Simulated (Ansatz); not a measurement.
# A hypothetical structure for AlRu2N, part 2 of 2

This structure for AlRu2N is made up. Its elements were placed in a known structure type with a cell scaled to their sizes. What cell does the guess relax to, and how far off was it?

Ansatz 0.2.0; DFT, PBE, plane-wave PAW, files of the set soft_1, scalar-relativistic, no spin, cell and ions relaxed at zero pressure; PAW set soft_1 (the session's first sound run).

So far: Set-up; Relaxing cell and atoms. The relaxed cell has a = 2.858, c = 13.662 Å (conventional setting).

## (3) Electronic structure of the relaxed cell

A second self-consistent run takes a narrower smearing and the mesh shown in its input; the bands follow along the standard path of the relaxed lattice.

This step: DFT, PBE, plane-wave PAW, files of the set soft_1, scalar-relativistic, no spin, bands and density of states at the relaxed cell; PAW set soft_1 (Ansatz 0.2.0).

The input, input.yaml:

```yaml
crystal:
  lattice:
    - [2.8576402899, 0.0, 0.0]
    - [-1.4288201449, 2.4747890859, 0.0]
    - [0.0, 0.0, 13.6621622433]
  atoms:
    - { symbol: Ru, position: [0.6666666667, 0.3333333333, 0.9018251466] }
    - { symbol: Ru, position: [0.3333333333, 0.6666666667, 0.4018251466] }
    - { symbol: Ru, position: [0.3333333333, 0.6666666667, 0.0981748534] }
    - { symbol: Ru, position: [0.6666666667, 0.3333333333, 0.5981748534] }
    - { symbol: Al, position: [0.3333333333, 0.6666666667, 0.75] }
    - { symbol: Al, position: [0.6666666667, 0.3333333333, 0.25] }
    - { symbol: "N", position: [0.0, 0.0, 0.0] }
    - { symbol: "N", position: [0.0, 0.0, 0.5] }
kpoints:
  mp_grid: { grid: [12, 12, 4] }
  band_path:
    path:
      - [[0.0, 0.0, 0.0], [0.5, 0.0, 0.0], [0.33333333, 0.33333333, 0.0], [0.0, 0.0, 0.0], [0.0, 0.0, 0.5], [0.5, 0.0, 0.5], [0.33333333, 0.33333333, 0.5], [0.0, 0.0, 0.5]]
      - [[0.5, 0.0, 0.5], [0.5, 0.0, 0.0]]
      - [[0.33333333, 0.33333333, 0.0], [0.33333333, 0.33333333, 0.5]]
    npoints: 8
scf:
  occupations: { method: fermi_dirac, width: 0.03 }
  n_extra_bands: 12
hamiltonian:
  xc: pbe
  pseudopotentials: { kind: paw, azcp: { folder: soft_1 } }
output:
  forces: true
  stress: true
  write_bands: true
  dos: { projected: true }
  write_density: true
  write_potential: true
  elf: true
  volumetric_format: npy
```

Run with:

```bash
ansatz run input.yaml --threads 4 --pin off --max-ram 10240MiB --backend cpu --events-out ev --progress --plain --runs-dir out
```

Numbers of over 12 decimals in the logs are rounded to 6 here.

The program printed:

```text
[...]
Crystal: 8 atoms, lattice volume = 96.620 Å³
Basis set: ecut = 420 eV, 1893 PW (Γ), exchange–correlation on 40×40×192 points (8 copies of the dense FFT grid, shifted against one another)
Bands: 52, of which v1, the nominal top of the filled ones, is band 40 counted from 1 (39 counted from 0)
Symmetry: 24 space group operations
[...]
k-points: 57 of 576
[...]
SCF iter   1: F=—  HF=-25367.400711 eV  |F-HF|=—  |Δ(HF+E_count)|=         —  Δρ=1.41e-1  dr2=8.06e1  ethr=3.10e-3  ⟨swp⟩=6.5  Hψ=11528  notcnv=0  defer=11
[...]
SCF iter   9: F=-25356.868628 eV  HF=-25356.868628 eV  |F-HF|=4.70e-9  |Δ(HF+E_count)|=   1.02e-8  Δρ=2.34e-6  dr2=7.98e-9  ethr=1.25e-10  ⟨swp⟩=14.3  Hψ=18215  notcnv=0
SCF 1 converged in 9 iterations: F = -25356.868628 eV  dr2 = 7.98e-9
[...]
NSCF: frozen V_eff on 75 k-points
SCF converged after 9 iterations
Free energy (F): -25356.868628 eV
[...]
Internal energy: -25356.855058 eV  (E = F + TS)
E sigma→0 (E₀):  -25356.861843 eV
Entropy (-TS):   -0.013570 eV (-1.696 meV/atom)
Fermi energy:    17.499550 eV
[...]
--- Forces (eV/Å), atoms counted from 1 ---
  atom   1  Ru    -0.00000000    -0.00000000    -0.04617852
  atom   2  Ru     0.00000000     0.00000000    -0.04617852
  atom   3  Ru     0.00000000     0.00000000     0.04617852
  atom   4  Ru    -0.00000000    -0.00000000     0.04617852
  atom   5  Al    -0.00000000    -0.00000000    -0.00000000
  atom   6  Al     0.00000000     0.00000000     0.00000000
  atom   7  N     -0.00000000     0.00000000     0.00000000
  atom   8  N     -0.00000000    -0.00000000     0.00000000
  max |Σ_I F_I| component: 1.39e-17 eV/Å
--- Stress (GPa, compression-positive) ---
       -0.470461       0.000000      -0.000000
        0.000000      -0.470461      -0.000000
       -0.000000      -0.000000       0.329380
  P = ⅓ Tr σ = -0.2038 GPa (-2.038 kbar)
--- Band table (eV; the first three rows and the last of 57) ---
  k-point 0: bands = [... 36 lower, 16.3968, 16.3968, 16.4047, 16.4047, 16.4575, 16.4575, 16.6760, 16.7466, ... 8 higher]
  k-point 1: bands = [... 36 lower, 16.3760, 16.3760, 16.4232, 16.4232, 16.4532, 16.4532, 16.6858, 16.7355, ... 8 higher]
  k-point 2: bands = [... 36 lower, 16.3525, 16.3525, 16.4411, 16.4411, 16.4411, 16.4411, 16.7098, 16.7098, ... 8 higher]
  k-point 56: bands = [... 36 lower, 17.1928, 17.1928, 17.4606, 17.4606, 17.8699, 17.8699, 19.0530, 19.0530, ... 8 higher]
```

Wall time 5.8 s (4 threads of AMD EPYC 7B13 (Zen 3), shared host); peak memory 0.66 GiB; 22 s of CPU time.

This step gave:

```yaml
free_energy: -25356.8686 eV
energy_at_zero_smearing: -25356.8618 eV
smearing_term_ts: 0.01357 eV
fermi_energy: 17.50 eV
pressure: -0.2038 GPa
```

bands.tsv at the labelled points (eV, zero at the Fermi level; the bands that come nearest the Fermi level along the path):

| point | band 36 | band 37 | band 38 | band 39 | band 40 | band 41 | band 42 | band 43 |
| --- | --- | --- | --- | --- | --- | --- | --- | --- |
| Γ | -1.17 | -1.10 | -1.10 | -1.09 | -1.09 | -1.04 | -1.04 | -0.82 |
| M | -1.07 | -1.02 | 0.01 | 0.43 | 0.47 | 0.71 | 0.72 | 1.46 |
| K | -0.90 | -0.56 | -0.56 | 0.11 | 0.14 | 0.14 | 0.73 | 1.41 |
| Γ | -1.17 | -1.10 | -1.10 | -1.09 | -1.09 | -1.04 | -1.04 | -0.82 |
| A | -1.15 | -1.15 | -1.15 | -1.06 | -1.06 | -1.06 | -1.06 | -0.79 |
| L | -1.11 | -0.53 | -0.53 | 0.45 | 0.45 | 0.71 | 0.71 | 1.78 |
| H | -0.98 | -0.31 | -0.31 | -0.04 | -0.04 | 0.37 | 0.37 | 1.55 |
| A | -1.15 | -1.15 | -1.15 | -1.06 | -1.06 | -1.06 | -1.06 | -0.79 |
| L | -1.11 | -0.53 | -0.53 | 0.45 | 0.45 | 0.71 | 0.71 | 1.78 |
| M | -1.07 | -1.02 | 0.01 | 0.43 | 0.47 | 0.71 | 0.72 | 1.46 |
| K | -0.90 | -0.56 | -0.56 | 0.11 | 0.14 | 0.14 | 0.73 | 1.41 |
| H | -0.98 | -0.31 | -0.31 | -0.04 | -0.04 | 0.37 | 0.37 | 1.55 |

States per cell as run, both spins, in windows of 1 eV, from dos.tsv (zero at the Fermi level): Near the top, bands beyond those computed are missing, so counts there can be too low.

| from | to | total |
| --- | --- | --- |
| -8 | -7 | 4.34 |
| -7 | -6 | 5.21 |
| -6 | -5 | 4.26 |
| -5 | -4 | 3.96 |
| -4 | -3 | 5.84 |
| -3 | -2 | 6.51 |
| -2 | -1 | 5.50 |
| -1 | 0 | 6.98 |
| 0 | 1 | 4.82 |
| 1 | 2 | 5.98 |
| 2 | 3 | 3.78 |
| 3 | 4 | 2.08 |

A further 37.5 states lie below the table's range.

Valence density in the ac plane at fractional y = 0.333, with atoms of Ru and Al within 0.2 Å of it. It is the smooth field of the valence electrons, not physical close to the nuclei.

Ten steps, logarithmic in the rise over the least value, from '_' (0 e/Å³) to '@' (11 e/Å³), each cell a mean:
```
----------------====++====----
--::::::::--++##%%@@@@@@%%##++
==::::::::==**##%%@@@@@@%%##**
::::::::::::--++****##****++--
::........::::::::::::::::::::
..............................
..............................
::::....::::::::----------::::
--::::::::--==**##%%%%%%##**==
==::::::::==**%%@@@@@@@@@@%%**
--::::::::--==**##%%%%%%##**==
------------::::::------::::::
------------::..............::
--========----::..........::--
====++++====--::::::::::::::--
::--------::::::::::::::::::::
::::....::::::::..........::::
................__________....
..................______......
::::::::::::::::::::::::::::::
----====----::::::::::::::::::
====++++====--::::::..::::::--
----====----::::..........::::
----====----::..............::
```
Columns run along a (2.9 Å), rows up along c (13.7 Å). Atoms in or near the plane, at fractional coordinates: Ru at (0.67, 0.90), Ru at (0.67, 0.60), Al at (0.67, 0.25).

Electrostatic potential energy in the ac plane at fractional y = 0.333, with atoms of Ru and Al within 0.2 Å of it. With pseudopotentials it is smooth inside the atoms' cores, unlike the true potential.

Values in eV, 24 rows by 15 columns, each cell a mean:
```
 15  16  16  16  16  15  13  10   4  -1  -2   0   4  10  13
  8  14  16  16  14   8  -9 -32 -52 -61 -62 -61 -52 -32  -8
  5  14  16  16  14   5 -17 -44 -65 -69 -70 -69 -64 -44 -16
 14  17  18  18  17  14   9  -2 -13 -22 -25 -22 -13  -2   9
 15  14  13  13  14  15  16  16  16  16  16  16  16  16  16
  9   5   3   3   5   9  13  15  17  18  18  18  17  15  13
 11   8   6   6   8  11  14  16  17  18  18  18  17  16  14
 16  16  16  16  16  16  16  15  13  11  11  11  13  15  16
 11  16  17  17  16  11   0 -18 -35 -47 -49 -47 -35 -18   0
  4  13  16  16  13   4 -20 -48 -69 -70 -70 -70 -69 -48 -20
 11  15  17  16  15  11   2 -15 -31 -41 -45 -41 -31 -15   2
 16  16  15  15  16  16  16  15  13  11  10  11  13  15  15
 15  14  12  13  14  15  17  18  18  18  18  18  18  18  16
  8   2  -2  -2   2   8  13  15  17  18  19  18  17  15  12
  5  -3  -7  -7  -3   5  11  15  17  18  19  18  17  15  11
 14  13  12  12  13  14  15  16  17  17  17  17  17  16  15
 15  17  18  18  17  15  12   7   5   5   5   5   5   7  12
  8  14  16  16  14   8   1   3  12  17  18  17  12   3   1
 11  15  17  17  15  11   4   2   7  12  13  12   7   2   4
 16  17  17  17  17  16  14  12  10   9   8   9  10  12  14
 11   8   6   6   8  11  14  16  17  18  18  18  17  16  14
  4  -4 -10 -10  -4   4  11  14  17  18  18  18  17  14  10
 11   8   5   5   8  11  14  16  18  18  19  18  18  16  14
 16  15  14  14  15  16  17  18  18  18  18  18  18  18  17
```
Columns run along a (2.9 Å; values clipped at the 3rd and 97th percentile), rows up along c (13.7 Å). Atoms in or near the plane, at fractional coordinates: Ru at (0.67, 0.90), Ru at (0.67, 0.60), Al at (0.67, 0.25).

ELF in the ac plane at fractional y = 0.333, with atoms of Ru and Al within 0.2 Å of it. It is the smooth field of the valence electrons, not physical close to the nuclei.

Ten even steps from '0' (0.04) to '9' (0.62), each cell a mean:
```
578875333454333
323323589999985
433334799888997
456654456787654
788887766666677
754457887777788
765567887777788
677776655565556
345543568999865
423324799878997
234432468898764
689986322222223
567765311000113
333333222222222
456654334555433
444444467898764
876678887666788
777777410151014
777777641121146
665566789999987
345543346777643
455554333444333
233332211111122
689986421000124
```
Columns run along a (2.9 Å), rows up along c (13.7 Å). Atoms in or near the plane, at fractional coordinates: Ru at (0.67, 0.90), Ru at (0.67, 0.60), Al at (0.67, 0.25).

## (4) Summary of results

```
space group, relaxed : P6_3/mmc
conventional cell    : a = 2.858, b = 2.858, c = 13.662 Å; α = 90.0°, β = 90.0°, γ = 120.0°
volume per atom      : 12.08 Å³ (guess 12.00)
```

AlRu2N relaxes to P6_3/mmc with a = 2.858, b = 2.858 and c = 13.662 Å. The guessed volume was near the relaxed one. The space group P6_3/mmc was held in the relaxation, so the end point is a stationary structure within it and may be a saddle against distortions or other arrangements. Bands cross the Fermi level, so it is a metal or semimetal at this level. On the 12×12×4 mesh with the narrower smearing (relaxed on 10×10×2) the largest force component is 0.046 eV/Å and the largest stress component is 0.470 GPa, against the relaxation's thresholds of 0.015 eV/Å and 0.05 GPa. The cutoff wasn't tested. No dispersion term is used, so weakly bound directions may come out too long. The runs have no spin, and magnetism wasn't tested. Nothing here tests whether the compound is stable against decomposition.

[Logs are printed without paths, hosts, clocks, repeated set-up lines and the standing remarks that a program may print on its own settings, such as how far it seeks lower states.]

[Hosts, paths, dates, database ids (printed as entryN), source tags and the programs' standing remarks are cut or masked in the printed files.]
